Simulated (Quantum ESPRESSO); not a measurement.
# Gap and tunnelling decay at a withheld lattice constant: SrTiO3, cubic perovskite type

How the rows were computed: Quantum ESPRESSO 7.5 (pw.x, pwcond.x with ikind = 0), PBE, GBRV ultrasoft, cubic crystals. κ is the slowest decay along [001] at mid-gap among three points across the current.

```tsv
a (Å)	gap on the mesh (eV)	κ (1/Å)
3.822	2.007	0.250
3.881	1.922	0.248
3.940	1.835	0.245
3.999	1.747	0.243
```

One more run was made and is withheld. What are gap and κ at a = 4.058 Å?

By hand: A line through the rows at 3.940 and 3.999 Å gives a gap of 1.835 + 2.000 × (1.747 − 1.835) = 1.66 eV and κ = 0.241 1/Å. The two-band model κ = 0.5123 √(m* E_g/4) needs m* = 0.499 at 3.940 Å; with that mass and the new gap, κ = 0.233 1/Å.

**The withheld run.** The gap is 1.658 eV and κ = 0.239 1/Å. The line misses the gap by +0.001 eV and κ by +0.8 %; the two-band estimate misses κ by −2.5 %.

**Limits.** The structure type is imposed. Local and semilocal gaps and decay constants are too small; no spin-orbit coupling. For an indirect gap m* is a fitting number alone.

[Logs are printed without paths, hosts, clocks, repeated set-up lines and the standing remarks that a program may print on its own settings, such as how far it seeks lower states.]
